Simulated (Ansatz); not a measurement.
# PtSe2 monolayer (2H): modes against biaxial strain in the plane of the sheet

Wanted: the shifts of the zone-centre modes of PtSe2 monolayer (2H) with strain.

Program: Ansatz 0.2.0. Level of theory: DFT PBE, scalar-relativistic, plane waves, PAW; PAW set soft_1. Results are calculated unless marked as measured.

## 1. The starting structure

The cell holds 3 atoms: 1 Pt and 2 Se. Its edges and angles: a = 3.650 Å, b = 3.650 Å, c = 30.460 Å, α = 90.0°, β = 90.0°, γ = 120.0°. Vacuum lies along c. The height across the vacuum is the one that the program set for its solve, not the one typed.

## 2. A rough relaxation first

The start is far from rest, so a relaxation with loose tolerances brings it close first. The program lengthens the typed cell of 20.0 Å along the normal to 30.5 Å, as its cut-off of the electrostatics needs, and moves no atom.

Contents of input.yaml:

```yaml
crystal:
  lattice:
    - [3.65, 0.0, 0.0]
    - [-1.825, 3.16099, 0.0]
    - [0.0, 0.0, 20.0]
  atoms:
    - { symbol: Pt, position: [0.333333, 0.666667, 0.5] }
    - { symbol: Se, position: [0.666667, 0.333333, 0.58325] }
    - { symbol: Se, position: [0.666667, 0.333333, 0.41675] }
  periodic: [true, true, false]
kpoints:
  mp_grid: { grid: [6, 6, 1] }
hamiltonian:
  xc: pbe
  pseudopotentials: { kind: paw, azcp: { folder: soft_1 } }
scf:
  occupations: { method: gaussian, width: 0.1 }
output:
  forces: true
  stress: true
  eigenvalues: true
relax:
  adjacent_minimum: "off"
  f_tol: 0.05
  max_steps: 80
  cell: { stress_2d_tol: 0.02 }
```

Run with:

```sh
$ ansatz run input.yaml --threads 4 --pin off --max-ram 16384MiB --backend cpu --events-out ev --progress --plain --runs-dir out
```

Numbers of over 12 decimals in the logs are rounded to 6 here.

What it wrote:

```text
[...]
F+E_penalty+E_count = -23462.71870971 eV   max|allowed force component| = 2.686e-4 eV/Å   (the final SCF, on the basis selected at the relaxed cell)
  cell:  # Å, volume = 346.4721 Å³
    - [3.624131, 0, 0.0]
    - [-1.812065, 3.138589, 0.0]
    - [0.0, 0.0, 30.46]
  atoms:
    - { symbol: Pt, position: [0.333333, 0.666667, 0.328299] }
    - { symbol: Se, position: [0.666667, 0.333333, 0.377010] }
    - { symbol: Se, position: [0.666667, 0.333333, 0.279589] }
[key lines of the parts left out:]
SCF converged after 8 iterations
Free energy (F): -23462.718710 eV
Fermi energy:    -4.832478 eV
P = ½ c Tr σ = -0.0064 N/m
```

The job ended after 11 s (4 threads of Arm Neoverse V1, shared host; peak memory 0.65 GiB).

The steps of the relaxation:

| step | energy less that of the first step (eV) | largest force component (eV/Å) | volume (Å³) |
| --- | --- | --- | --- |
| 1 | 0.0000 | 1.6435 | 351.44 |
| 2 | -0.3507 | 0.1576 | 346.17 |
| 3 | -0.3528 | 0.0415 | 346.73 |
| 4 | -0.3530 | 0.0004 | 346.47 |
| 5* | -0.3527 | 0.0003 | 346.47 |

Relaxation steps marked * repeat the geometry before them on a plane-wave basis chosen anew for their cell, so energy and pressure can jump there.

Forces are held to the 12 operations that the run works with; a distortion that breaks them can't arise in this run.

| cell as run | before | after | change |
| --- | --- | --- | --- |
| a (Å) | 3.650 | 3.624 | -0.7 % |
| b (Å) | 3.650 | 3.624 | -0.7 % |

The atoms that moved most (Å, along periodic axes as changes of fractional coordinates times the final cell, across vacuum about the mean position):

| atom | dx | dy | dz | length |
| --- | --- | --- | --- | --- |
| Se3 | 0.000 | 0.000 | 0.181 | 0.181 |
| Se2 | 0.000 | 0.000 | -0.181 | 0.181 |

Final coordinates:

```xyz
3
Lattice="3.6241 0.0000 0.0000 -1.8121 3.1386 0.0000 0.0000 0.0000 30.4600" Properties=species:S:1:pos:R:3
Pt    0.0000    2.0924   10.0000
Se    1.8121    1.0462   11.4837
Se    1.8121    1.0462    8.5163
```

This step gave:

| Item | Value |
| --- | --- |
| gap on the k-mesh | 0 eV |
| area per atom | 3.792 Å² |

The relaxation ends with a largest force component of 2.7e-4 eV/Å.

## 3. Relaxation

The cell and atoms are relaxed, since residual forces and stress would shift the frequencies.

Contents of input.yaml:

```yaml
crystal:
  lattice:
    - [3.6241308874, 0.0, 0.0]
    - [-1.8120654437, 3.1385894152, 0.0]
    - [0.0, 0.0, 30.46]
  atoms:
    - { symbol: Pt, position: [0.3333333333, 0.6666666667, 0.3282994091] }
    - { symbol: Se, position: [0.6666666667, 0.3333333333, 0.3770101079] }
    - { symbol: Se, position: [0.6666666667, 0.3333333333, 0.2795887102] }
  periodic: [true, true, false]
kpoints:
  mp_grid: { grid: [15, 15, 1] }
hamiltonian:
  xc: pbe
  pseudopotentials: { kind: paw, azcp: { folder: soft_1 } }
scf:
  occupations: { method: gaussian, width: 0.1 }
output:
  forces: true
  stress: true
  eigenvalues: true
  write_density: true
  write_potential: true
  elf: true
  volumetric_format: npy
relax:
  adjacent_minimum: "off"
  f_tol: 0.005
  max_steps: 80
  cell: { stress_2d_tol: 0.02 }
```

What it wrote:

```text
[...]
Crystal: 3 atoms, lattice volume = 346.472 Å³
Basis set: ecut = 420 eV, 6653 PW (Γ), exchange–correlation on 50×50×432 points (8 copies of the dense FFT grid, shifted against one another)
Bands: 30, of which v1, the nominal top of the filled ones, is band 25 counted from 1 (24 counted from 0)
Symmetry: 12 space group operations
[...]
k-points: 27 of 225 (time reversal used)
[...]
SCF iter   1: F=—  HF=-23463.264824 eV  |F-HF|=—  |Δ(HF+E_count)|=         —  Δρ=2.86e-2  dr2=3.11e0  ethr=3.10e-3  ⟨swp⟩=12.7  Hψ=4733  notcnv=0
[...]
SCF iter   9: F=-23462.712386 eV  HF=-23462.712386 eV  |F-HF|=4.92e-9  |Δ(HF+E_count)|=   6.45e-8  Δρ=4.48e-7  dr2=1.79e-9  ethr=3.39e-11  ⟨swp⟩=11.2  Hψ=5956  notcnv=0
SCF 1 converged in 9 iterations: F = -23462.712386 eV  dr2 = 1.79e-9
[...]
relax step   1: F+E_penalty+E_count = -23462.71238618 eV  Δ(F+E_penalty+E_count) = +0.000e0 eV  max|allowed force component| = 2.546e-2 eV/Å  Δτ_max = 0.0000 Å  P = +0.045 N/m  Ω = 346.472 Å³  fix = [c, alpha, beta]  reactions: c +0.000 N/m  (9 SCF iters, dr2 threshold 1.00e-7 eV, accepted)
Crystal: 3 atoms, lattice volume = 347.285 Å³
Basis set: ecut = 420 eV, 6689 PW (Γ), exchange–correlation on 50×50×432 points (8 copies of the dense FFT grid, shifted against one another)
[...]
SCF iter   5: F=-23462.712541 eV  HF=-23462.712541 eV  |F-HF|=4.63e-8  |Δ(HF+E_count)|=   1.88e-7  Δρ=1.31e-6  dr2=1.19e-8  ethr=8.10e-11  ⟨swp⟩=16.1  Hψ=8327  notcnv=0
SCF 2 converged in 5 iterations: F = -23462.712541 eV  dr2 = 1.19e-8
relax step   2: F+E_penalty+E_count = -23462.71254108 eV  Δ(F+E_penalty+E_count) = -1.549e-4 eV  max|allowed force component| = 1.476e-2 eV/Å  Δτ_max = 0.0063 Å  P = +0.099 N/m  Ω = 347.285 Å³  energy of the carried Pulay correction = -3.201e-5 eV  fix = [c, alpha, beta]  reactions: c +0.000 N/m  (5 SCF iters, dr2 threshold 4.05e-8 eV, accepted)
Crystal: 3 atoms, lattice volume = 347.703 Å³
Basis set: ecut = 420 eV, 6701 PW (Γ), exchange–correlation on 50×50×432 points (8 copies of the dense FFT grid, shifted against one another)
[...]
SCF iter   5: F=-23462.712575 eV  HF=-23462.712575 eV  |F-HF|=4.46e-9  |Δ(HF+E_count)|=  7.24e-10  Δρ=2.82e-7  dr2=3.54e-10  ethr=2.93e-11  ⟨swp⟩=13.9  Hψ=6552  notcnv=0
SCF 3 converged in 5 iterations: F = -23462.712575 eV  dr2 = 3.54e-10
relax step   3: F+E_penalty+E_count = -23462.71257525 eV  Δ(F+E_penalty+E_count) = -3.418e-5 eV  max|allowed force component| = 4.524e-3 eV/Å  Δτ_max = 0.0003 Å  P = +0.034 N/m  Ω = 347.703 Å³  energy of the carried Pulay correction = -4.843e-5 eV  fix = [c, alpha, beta]  reactions: c +0.000 N/m  (5 SCF iters, dr2 threshold 1.47e-8 eV, accepted)
[...]
relax step   4: F+E_penalty+E_count = -23462.71257260 eV  Δ(F+E_penalty+E_count) = +2.653e-6 eV  max|allowed force component| = 9.271e-6 eV/Å  Δτ_max = 0.0004 Å  P = +0.000 N/m  Ω = 347.956 Å³  energy of the carried Pulay correction = -5.837e-5 eV  fix = [c, alpha, beta]  reactions: c +0.000 N/m  (5 SCF iters, dr2 threshold 1.75e-9 eV, accepted)
[...]
SCF iter   7: F=-23462.712632 eV  HF=-23462.712632 eV  |F-HF|=2.33e-10  |Δ(HF+E_count)|=   3.05e-9  Δρ=9.75e-9  dr2=5.13e-13  ethr=1.00e-12  ⟨swp⟩=7.7  Hψ=4144  notcnv=0
SCF 5 converged in 7 iterations: F = -23462.712632 eV  dr2 = 5.13e-13
relax step   5: F+E_penalty+E_count = -23462.71263245 eV  Δ(F+E_penalty+E_count) = -5.985e-5 eV  max|allowed force component| = 5.287e-5 eV/Å  Δτ_max = 0.0000 Å  P = -0.000 N/m  Ω = 347.956 Å³  fix = [c, alpha, beta]  reactions: c -0.000 N/m  stress off target by 7.97e-5 N/m on what of the cell is left free  SCF on the basis re-selected at this cell (its energy is not comparable with the rows above)  (7 SCF iters)
basis re-selected at this cell: Δ(F+E_penalty+E_count) = -5.985e-5 eV, ΔP = -0.000 N/m vs the last step (what re-selecting the basis moved, of the pressure what is left beyond the Pulay correction that the steps carried, after the strain that the cell walked since its last selection, with what the two solves' SCF thresholds leave and, on support functions, any second-order correction that the steps lacked; it is no m [...]
SCF converged after 7 iterations
Free energy (F): -23462.712632 eV
[...]
Internal energy: -23462.702856 eV  (E = F + TS)
E sigma→0 (E₀):  -23462.707744 eV
Entropy (-TS):   -0.009776 eV (-3.259 meV/atom)
Fermi energy:    -4.721260 eV
[...]
--- Forces (eV/Å), atoms counted from 1 ---
  atom   1  Pt     0.00000000     0.00000000     0.00000000
  atom   2  Se     0.00000000    -0.00000000    -0.00005287
  atom   3  Se    -0.00000000    -0.00000000     0.00005287
  max |Σ_I F_I| component: 2.54e-16 eV/Å
--- 2D stress c σ (N/m, compression-positive) ---
       -0.000080      -0.000000      -0.000000
       -0.000000      -0.000080       0.000000
       -0.000000       0.000000      -0.000000
  P = ½ c Tr σ = -0.0001 N/m
--- Band table (eV; the first three rows and the last of 27) ---
  k-point 0: bands = [... 21 lower, -7.2518, -6.2509, -4.1522, -4.1522, -3.9301, -3.9301, -2.0926, -0.4110, ... 1 higher]
  k-point 1: bands = [... 21 lower, -7.3019, -6.1915, -4.3466, -4.1804, -4.1090, -4.0325, -1.7850 (-1.7850°), -0.3317, ... 1 higher]
  k-point 2: bands = [... 21 lower, -7.4525, -6.0884, -4.7340, -4.6554, -4.3109, -3.9931, -1.1756 (-1.1756°), -0.1194, ... 1 higher]
  k-point 26: bands = [... 21 lower, -8.2008, -7.8400, -7.6581, -5.4858, -4.2724, -3.5733, -0.2934, 0.2608, ... 1 higher]
  ° read free of the cell's end (the report's vacuum.weakly_bound_levels)
--- Relaxed structure (4 steps of the walk, 4 accepted, 1 SCFs on fresh bases) ---
[...]
cell:  # Å, volume = 347.9561 Å³
    - [3.631884, 0, 0]
    - [-1.815942, 3.145304, 0]
    - [0, 0, 30.46]
  atoms:
    - { symbol: Pt, position: [0.333333, 0.666667, 0.328299] }
    - { symbol: Se, position: [0.666667, 0.333333, 0.376782] }
    - { symbol: Se, position: [0.666667, 0.333333, 0.279817] }
```

Wall time 45 s (4 threads); peak memory 0.77 GiB; 2.9 min of CPU time.

Step by step:

```csv
step,energy less that of the first step (eV),largest force component (eV/Å),volume (Å³)
1,0.0000,0.0255,346.47
2,-0.0002,0.0148,347.28
3,-0.0002,0.0045,347.70
4,-0.0002,0.0000,347.96
5*,-0.0002,0.0001,347.96
```

Relaxation steps marked * repeat the geometry before them on a plane-wave basis chosen anew for their cell, so energy and pressure can jump there.

Forces are held to the 12 operations that the run works with; a distortion that breaks them can't arise in this run.

| cell as run | before | after | change |
| --- | --- | --- | --- |
| a (Å) | 3.624 | 3.632 | +0.2 % |
| b (Å) | 3.624 | 3.632 | +0.2 % |

Final coordinates:

```xyz
3
Lattice="3.6319 0.0000 0.0000 -1.8159 3.1453 0.0000 0.0000 0.0000 30.4600" Properties=species:S:1:pos:R:3
Pt    0.0000    2.0969   10.0000
Se    1.8159    1.0484   11.4768
Se    1.8159    1.0484    8.5232
```

This step gave:

```
area per atom : 3.808 Å²
```

Electrostatic potential energy in the ac plane at fractional y = 0.333, with atoms of Se within 0.2 Å of it. With pseudopotentials it is smooth inside the atoms' cores, unlike the true potential.

Ten even steps from '_' (-17 eV) to '@' (0 eV), each cell a mean:
```
@@@@@@@@@@@@@@@@@@@@@@@@@@@@
@@@@@@@@@@@@@@@@@@@@@@@@@@@@
@@@@@@@@@@@@@@@@@@@@@@@@@@@@
@@@@@@@@@@@@@@@@@@@@@@@@@@@@
@@@@@@@@@@@@@@@@@@@@@@@@@@@@
@@@@@@@@@@@@@@@@@@@@@@@@@@@@
@@@@@@@@@@@@@@@@@@@@@@@@@@@@
@@@@@@@@@@@@@@@@@@@@@@@@@@@@
@@@@@@@@@@@@@@@@@@@@@@@@@@@@
@@@@@@@@@@@@@@@@@@@@@@@@@@@@
@@@@@@@@@@@@@@@@@@@@@@@@@@@@
@@@@@@@@@@@@@@@@@@@@@@@@@@@@
@@@@@@@@@@@@@@@@@@@@@@@@@@@@
@@@@@@@@@@@@@@@@@@@@@@@@@@@@
##%%@@@@%%**..__--====....==
****++++**++--::::--::::::++
**++++++++++==::::--::::--++
##%%@@%%%%++..__--++==____--
@@@@@@@@@@@@@@@@%%%%%%%%@@@@
@@@@@@@@@@@@@@@@@@@@@@@@@@@@
@@@@@@@@@@@@@@@@@@@@@@@@@@@@
@@@@@@@@@@@@@@@@@@@@@@@@@@@@
@@@@@@@@@@@@@@@@@@@@@@@@@@@@
@@@@@@@@@@@@@@@@@@@@@@@@@@@@
```
Columns run along a (3.6 Å; values clipped at the 3rd and 97th percentile), rows up along c (30.5 Å). Atoms in or near the plane, at fractional coordinates: Se at (0.67, 0.38), Se at (0.67, 0.28).

ELF in the ac plane at fractional y = 0.333, with atoms of Se within 0.2 Å of it. It is the smooth field of the valence electrons, not physical close to the nuclei.

Ten even steps from '0' (0.00) to '9' (0.78), each cell a mean:
```
00000000000000
00000000000000
00000000000000
00000000000000
00000000000000
00000000000000
00000000000000
00000000000000
00000000000000
00000000000000
00000000000000
00000000000000
00000000000000
10001256777653
62114899877999
43334566655666
43334566555665
62124899766899
20001357888764
00000000000000
00000000000000
00000000000000
00000000000000
00000000000000
```
Columns run along a (3.6 Å), rows up along c (30.5 Å). Atoms in or near the plane, at fractional coordinates: Se at (0.67, 0.38), Se at (0.67, 0.28).

Valence density in the ac plane at fractional y = 0.333, with atoms of Se within 0.2 Å of it. It is the smooth field of the valence electrons, not physical close to the nuclei.

Values in e/Å³, 24 rows by 14 columns, each cell a mean:
```
 0  0  0  0  0  0  0  0  0  0  0  0  0  0
 0  0  0  0  0  0  0  0  0  0  0  0  0  0
 0  0  0  0  0  0  0  0  0  0  0  0  0  0
 0  0  0  0  0  0  0  0  0  0  0  0  0  0
 0  0  0  0  0  0  0  0  0  0  0  0  0  0
 0  0  0  0  0  0  0  0  0  0  0  0  0  0
 0  0  0  0  0  0  0  0  0  0  0  0  0  0
 0  0  0  0  0  0  0  0  0  0  0  0  0  0
 0  0  0  0  0  0  0  0  0  0  0  0  0  0
 0  0  0  0  0  0  0  0  0  0  0  0  0  0
 0  0  0  0  0  0  0  0  0  0  0  0  0  0
 0  0  0  0  0  0  0  0  0  0  0  0  0  0
 0  0  0  0  0  0  0  0  0  0  0  0  0  0
 0  0  0  0  0  0  0  0  0  0  0  0  0  0
 0  0  0  0  0  0  1  2  8 17 12  3  1  0
 0  0  0  0  0  0  0  1  3  6  4  1  1  0
 0  0  0  0  0  0  0  1  2  3  3  1  0  0
 0  0  0  0  0  0  1  2  9 20 14  3  1  0
 0  0  0  0  0  0  0  0  0  0  0  0  0  0
 0  0  0  0  0  0  0  0  0  0  0  0  0  0
 0  0  0  0  0  0  0  0  0  0  0  0  0  0
 0  0  0  0  0  0  0  0  0  0  0  0  0  0
 0  0  0  0  0  0  0  0  0  0  0  0  0  0
 0  0  0  0  0  0  0  0  0  0  0  0  0  0
```
Columns run along a (3.6 Å), rows up along c (30.5 Å). Atoms in or near the plane, at fractional coordinates: Se at (0.67, 0.38), Se at (0.67, 0.28).

(Part 1 of 3 ends here.)

[Logs are printed without paths, hosts, clocks, repeated set-up lines and the standing remarks that a program may print on its own settings, such as how far it seeks lower states.]

[Hosts, paths, dates, database ids (printed as entryN), source tags and the programs' standing remarks are cut or masked in the printed files.]
